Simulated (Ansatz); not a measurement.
**Localised basis functions on random alloy of the diamond Si-Ge line, x = 0.25 (64 atoms)**

Aim: test how closely localised support functions follow the reference on random alloy of the diamond Si-Ge line, x = 0.25 (64 atoms), and at what cost. A setting counts as converged where the r.m.s. difference of forces stays under 1 % of the r.m.s. force.

Calculated with Ansatz 0.2.0; Kohn-Sham DFT, PBE, PAW (set soft_2), plane waves.

Report form: inputs, costs, results and the conclusion, without the logs.

## (1) The structure

The cell holds 64 atoms: 48 Si and 16 Ge. Cell: a = 11.084 Å, b = 11.084 Å, c = 11.084 Å, α = 90.0°, β = 90.0°, γ = 90.0°. It derives from Si and Ge (diamond Si-Ge), repeated 2×2×2. Diamond Si-Ge: 64 atoms, 16 of 64 Si sites given to Ge at random, cell and internal coordinates interpolated linearly between the end members (Vegard's rule); not relaxed, displaced by a Gaussian of 0.02 Å. Lattice constants are starting values near those of PBE.

Limits known from the start: The host structure and its lattice constant were typed by rule, without a check against the phase diagram. Only the Γ point is sampled, in a cell whose shortest periodic width is 11 Å.

## (2) Plane-wave single point

The first run uses the default basis; a harder plane-wave run follows as the reference for the support functions.

input.yaml

```yaml
crystal:
  lattice:
    - [11.0835, 0.0, 0.0]
    - [0.0, 11.0835, 0.0]
    - [0.0, 0.0, 11.0835]
  atoms:
    - { symbol: Si, position: [0.00293, 0.9989, 0.99905] }
    - { symbol: Si, position: [0.12306, 0.12656, 0.12085] }
    - { symbol: Si, position: [0.00315, 0.24863, 0.25058] }
    - { symbol: Si, position: [0.12455, 0.37764, 0.37128] }
    - { symbol: Ge, position: [0.24942, 0.99931, 0.25205] }
    - { symbol: Si, position: [0.37302, 0.12469, 0.37342] }
    - { symbol: Si, position: [0.25008, 0.25105, 0.99801] }
    - { symbol: Si, position: [0.37707, 0.37663, 0.12591] }
[... 52 atom lines left out ...]
    - { symbol: Si, position: [0.7477, 0.50057, 0.75091] }
    - { symbol: Ge, position: [0.87733, 0.6248, 0.87389] }
    - { symbol: Si, position: [0.75102, 0.75043, 0.50051] }
    - { symbol: Si, position: [0.87487, 0.87709, 0.62567] }
kpoints:
  mp_grid: { grid: [1, 1, 1] }
hamiltonian:
  xc: pbe
scf:
  occupations: { method: fixed }
output:
  forces: true
  stress: true
  populations: true
  dos:
    method: { smearing: { sigma: 0.08 } }
    de: 0.1
    projected: { site_lists: { Ge: [Ge], Si: [Si] } }
  eigenvalues: true
  write_density: true
  write_potential: true
  volumetric_format: npy
  elf: true
```

Run with:

```bash
$ ansatz run input.yaml --threads 4 --pin off --max-ram 8192MiB --backend cpu --events-out ev --progress --plain --runs-dir out
```

Elapsed: 15 s, on 4 threads of Arm Neoverse V2, shared host; peak memory 1.4 GiB; 55 s of CPU time.

Numbers from this run:

```
free energy                                      : -99229.8860 eV
free energy per atom                             : -1550.4670 eV/atom
SCF cycles                                       : 8
pressure                                         : 0.3067 GPa
r.m.s. force component                           : 0.3636 eV/Å
longest force                                    : 1.023 eV/Å
Fermi energy                                     : 6.652 eV
gap (highest filled to lowest empty level) : 0.6453 eV
spilling of the projection                       : 0.004881
```

The r.m.s. force component of 0.36 eV/Å and the pressure of 0.31 GPa set the scale for the differences below.

## (3) Plane waves at 750 eV (750 eV)

A harder cutoff gives the support functions a reference with less basis error.

input.yaml, the sections that differ from step 2:

```yaml
output:
  forces: true
  eigenvalues: true
basis:
  ecutwfc: "750 eV"
# crystal, kpoints, hamiltonian, scf: as in step 2
```

The job ended after 18 s (4 threads; peak memory 2.8 GiB; 68 s of CPU time).

Forces differ from the reference by 0.048 meV/Å r.m.s., 0.013 % of their size, well within a tolerance of 1 %; the energy by -0.46 meV/atom.

## (4) Support functions medium

The cell is solved in localised support functions. Besides, the program derives a nominal cutoff of 420 eV for this run, against the reference's 750.

This step: Kohn-Sham DFT, PBE, PAW (set soft_2), localised support functions (medium) (Ansatz 0.2.0).

input.yaml, the sections that differ from step 3:

```yaml
scf:
  occupations: { method: fixed }
  eigensolver: { kind: { support_functions: { accuracy: medium } } }
  max_iter: 150
# crystal, kpoints, hamiltonian, output: as in step 3
# basis: removed
```

Elapsed: 89 s, on 4 threads; peak memory 2.9 GiB.

The program notes that the band table was not solved further than the SCF left it and it switched symmetry off.

Keys that differ from the reference: basis.ecutwfc removed, support_functions.accuracy = "medium" and scf.max_iter = 150.

Forces differ from the reference by 0.10 meV/Å r.m.s., 0.028 % of their size, well within a tolerance of 1 %; the energy by -0.060 meV/atom. It took 5.0 times the reference's time (shared host, so rough).

## (5) Support functions low

This step: Kohn-Sham DFT, PBE, PAW (set soft_2), localised support functions (low) (Ansatz 0.2.0).

input.yaml, the sections that differ from step 4:

```yaml
scf:
  occupations: { method: fixed }
  eigensolver: { kind: { support_functions: { accuracy: low } } }
  max_iter: 150
# crystal, kpoints, hamiltonian, output: as in step 4
```

It took 74 s on 4 threads; peak memory 2.9 GiB; 4.8 min of CPU time.

Keys that differ from the reference: basis.ecutwfc removed, support_functions.accuracy = "low" and scf.max_iter = 150.

Forces differ from the reference by 0.12 meV/Å r.m.s., 0.033 % of their size, well within a tolerance of 1 %; the energy by -0.060 meV/atom. It took 4.2 times the reference's time (shared host, so rough).

## (6) Support functions high

This step: Kohn-Sham DFT, PBE, PAW (set soft_2), localised support functions (high) (Ansatz 0.2.0).

input.yaml, the sections that differ from step 5:

```yaml
scf:
  occupations: { method: fixed }
  eigensolver: { kind: { support_functions: { accuracy: high } } }
  max_iter: 150
# crystal, kpoints, hamiltonian, output: as in step 5
```

Elapsed: 3.3 min, on 4 threads; peak memory 4.6 GiB.

Keys that differ from the reference: basis.ecutwfc removed, support_functions.accuracy = "high" and scf.max_iter = 150.

Forces differ from the reference by 0.017 meV/Å r.m.s., 0.0046 % of their size, well within a tolerance of 1 %; the energy by -0.064 meV/atom. It took 11 times the reference's time (shared host, so rough).

## (7) Support functions medium, radius 4.02 Å

The radius confines each support function; a larger one gives more freedom and more work per atom. Besides, the program derives a nominal cutoff of 420 eV for this run, against the reference's 750.

This step: Kohn-Sham DFT, PBE, PAW (set soft_2), localised support functions (medium) (Ansatz 0.2.0).

input.yaml, the sections that differ from step 6:

```yaml
scf:
  occupations: { method: fixed }
  eigensolver: { kind: { support_functions: { accuracy: medium, radius: 4.02 } } }
  max_iter: 150
# crystal, kpoints, hamiltonian, output: as in step 6
```

The job ended after 84 s (4 threads; peak memory 2.7 GiB; 5.4 min of CPU time).

Keys that differ from the reference: basis.ecutwfc removed, support_functions.accuracy = "medium", support_functions.radius = 4.02 and scf.max_iter = 150.

Forces differ from the reference by 0.12 meV/Å r.m.s., 0.034 % of their size, well within a tolerance of 1 %; the energy by -0.060 meV/atom. It took 4.8 times the reference's time (shared host, so rough).

## (8) Support functions medium, radius 4.35 Å

input.yaml, the sections that differ from step 7:

```yaml
scf:
  occupations: { method: fixed }
  eigensolver: { kind: { support_functions: { accuracy: medium, radius: 4.35 } } }
  max_iter: 150
# crystal, kpoints, hamiltonian, output: as in step 7
```

The job ended after 1.8 min (4 threads; peak memory 3.1 GiB; 6.9 min of CPU time).

Keys that differ from the reference: basis.ecutwfc removed, support_functions.accuracy = "medium", support_functions.radius = 4.35 and scf.max_iter = 150.

Forces differ from the reference by 0.069 meV/Å r.m.s., 0.019 % of their size, well within a tolerance of 1 %; the energy by -0.060 meV/atom. It took 6.0 times the reference's time (shared host, so rough).

## (9) Support functions medium, radius 4.64 Å

input.yaml, the sections that differ from step 8:

```yaml
scf:
  occupations: { method: fixed }
  eigensolver: { kind: { support_functions: { accuracy: medium, radius: 4.64 } } }
  max_iter: 150
# crystal, kpoints, hamiltonian, output: as in step 8
```

Wall time 2.2 min (4 threads); peak memory 3.5 GiB; 8.5 min of CPU time.

Keys that differ from the reference: basis.ecutwfc removed, support_functions.accuracy = "medium", support_functions.radius = 4.64 and scf.max_iter = 150.

Forces differ from the reference by 0.046 meV/Å r.m.s., 0.013 % of their size, well within a tolerance of 1 %; the energy by -0.060 meV/atom. It took 7.4 times the reference's time (shared host, so rough).

## (10) Support functions medium, radius 4.97 Å

input.yaml, the sections that differ from step 9:

```yaml
scf:
  occupations: { method: fixed }
  eigensolver: { kind: { support_functions: { accuracy: medium, radius: 4.97 } } }
  max_iter: 150
# crystal, kpoints, hamiltonian, output: as in step 9
```

Run time: 2.7 min. Hardware: 4 threads; peak memory 4 GiB.

Keys that differ from the reference: basis.ecutwfc removed, support_functions.accuracy = "medium", support_functions.radius = 4.97 and scf.max_iter = 150.

Forces differ from the reference by 0.039 meV/Å r.m.s., 0.011 % of their size, well within a tolerance of 1 %; the energy by -0.060 meV/atom. It took 9.3 times the reference's time (shared host, so rough).

## (11) Support functions medium, radius 5.59 Å

input.yaml, the sections that differ from step 10:

```yaml
scf:
  occupations: { method: fixed }
  eigensolver: { kind: { support_functions: { accuracy: medium, radius: 5.59 } } }
  max_iter: 150
# crystal, kpoints, hamiltonian, output: as in step 10
```

The job ended after 4.1 min (4 threads; peak memory 5.1 GiB; 16 min of CPU time).

Keys that differ from the reference: basis.ecutwfc removed, support_functions.accuracy = "medium", support_functions.radius = 5.59 and scf.max_iter = 150.

Forces differ from the reference by 0.038 meV/Å r.m.s., 0.011 % of their size, well within a tolerance of 1 %; the energy by -0.060 meV/atom. It took 14 times the reference's time (shared host, so rough).

## (12) Support functions medium, radius 6.21 Å

input.yaml, the sections that differ from step 11:

```yaml
scf:
  occupations: { method: fixed }
  eigensolver: { kind: { support_functions: { accuracy: medium, radius: 6.21 } } }
  max_iter: 150
# crystal, kpoints, hamiltonian, output: as in step 11
```

The job ended after 6.1 min (4 threads; peak memory 6.3 GiB; 24 min of CPU time).

Keys that differ from the reference: basis.ecutwfc removed, support_functions.accuracy = "medium", support_functions.radius = 6.21 and scf.max_iter = 150.

Forces differ from the reference by 0.037 meV/Å r.m.s., 0.010 % of their size, well within a tolerance of 1 %; the energy by -0.060 meV/atom. It took 21 times the reference's time (shared host, so rough).

## (13) Another setting: scf.occupations.method = "tetrahedron"

Changed here: scf.occupations.method = "tetrahedron".

This step: Kohn-Sham DFT, PBE, PAW (set soft_2), plane waves (Ansatz 0.2.0).

input.yaml, the sections that differ from step 12:

```yaml
scf:
  occupations: { method: tetrahedron }
output:
  forces: true
  stress: true
  populations: true
  dos:
    method: { smearing: { sigma: 0.15 } }
    de: 0.1
    projected: { site_lists: { Ge: [Ge], Si: [Si] } }
  eigenvalues: true
# crystal, kpoints, hamiltonian: as in step 12
```

Wall time 13 s (4 threads); peak memory 1.4 GiB.

Notices of the run: tetrahedra set aside.

The program set the tetrahedra aside and kept another filling, so they aren't tested. Forces differ from the reference by 0.001 meV/Å r.m.s., 2.0e-4 % of their size. The change had no effect here: energy, forces and cycles are those of the reference.

## (14) What each setting buys

Each row is set against the plane-wave reference (Kohn-Sham DFT, PBE, PAW (set soft_2), plane waves; r.m.s. force component 0.364 eV/Å). Energies are set beside the reference only for runs with its functional, potentials and electron count. Times are for 4 threads of Arm Neoverse V2, shared host. The reference's time includes the DOS, ELF, the stress and grids, which some other runs skip.

| run | Δ force, r.m.s. (meV/Å) | share of r.m.s. force (%) | Δ energy (meV/atom) | Δ pressure (GPa) | Δ gap (eV) | cycles | time | host memory (GiB) |
| --- | --- | --- | --- | --- | --- | --- | --- | --- |
| reference | - | - | - | - | - | 8 | 15 s | 1.4 |
| plane waves at 750 eV (750 eV) | 0.048 | 0.0131 | -0.465 | - | 0 | 8 | 18 s | 2.8 |
| scf.occupations.method = "tetrahedron" | 0.001 | 2.0e-4 | 0 | 0 | 0 | 8 | 13 s | 1.4 |

## (15) What each setting buys

Differences are against the run with plane waves at 750 eV (Kohn-Sham DFT, PBE, PAW (set soft_2), plane waves), whose r.m.s. force component is 0.364 eV/Å. Energies are set beside the reference only for runs with its functional, potentials and electron count. Times are for 4 threads of Arm Neoverse V2, shared host.

| run | Δ force, r.m.s. (meV/Å) | share of r.m.s. force (%) | Δ energy (meV/atom) | Δ gap (eV) | cycles | time | host memory (GiB) |
| --- | --- | --- | --- | --- | --- | --- | --- |
| reference | - | - | - | - | 8 | 18 s | 2.8 |
| support functions medium | 0.101 | 0.0277 | -0.0605 | 0 | 13 | 89 s | 2.9 |
| support functions low | 0.12 | 0.0329 | -0.0604 | 0 | 10 | 74 s | 2.9 |
| support functions high | 0.017 | 0.0046 | -0.0643 | 0 | 15 | 3.3 min | 4.6 |
| support functions medium, radius 4.02 Å | 0.125 | 0.0343 | -0.0605 | -1.0e-4 | 13 | 84 s | 2.7 |
| support functions medium, radius 4.35 Å | 0.069 | 0.0191 | -0.0605 | 0 | 13 | 1.8 min | 3.1 |
| support functions medium, radius 4.64 Å | 0.046 | 0.0126 | -0.0605 | 0 | 13 | 2.2 min | 3.5 |
| support functions medium, radius 4.97 Å | 0.039 | 0.0108 | -0.0605 | 0 | 13 | 2.7 min | 4.0 |
| support functions medium, radius 5.59 Å | 0.038 | 0.0105 | -0.0605 | 0 | 12 | 4.1 min | 5.1 |
| support functions medium, radius 6.21 Å | 0.037 | 0.0103 | -0.0605 | 0 | 11 | 6.1 min | 6.3 |

[end of part 1 of 2]

[Long decimals in the printed logs are rounded to 6 places.]

[Logs are printed without paths, hosts, clocks, repeated set-up lines and the standing remarks that a program may print on its own settings, such as how far it seeks lower states.]

[Hosts, paths, dates, database ids (printed as entryN), source tags and the programs' standing remarks are cut or masked in the printed files.]
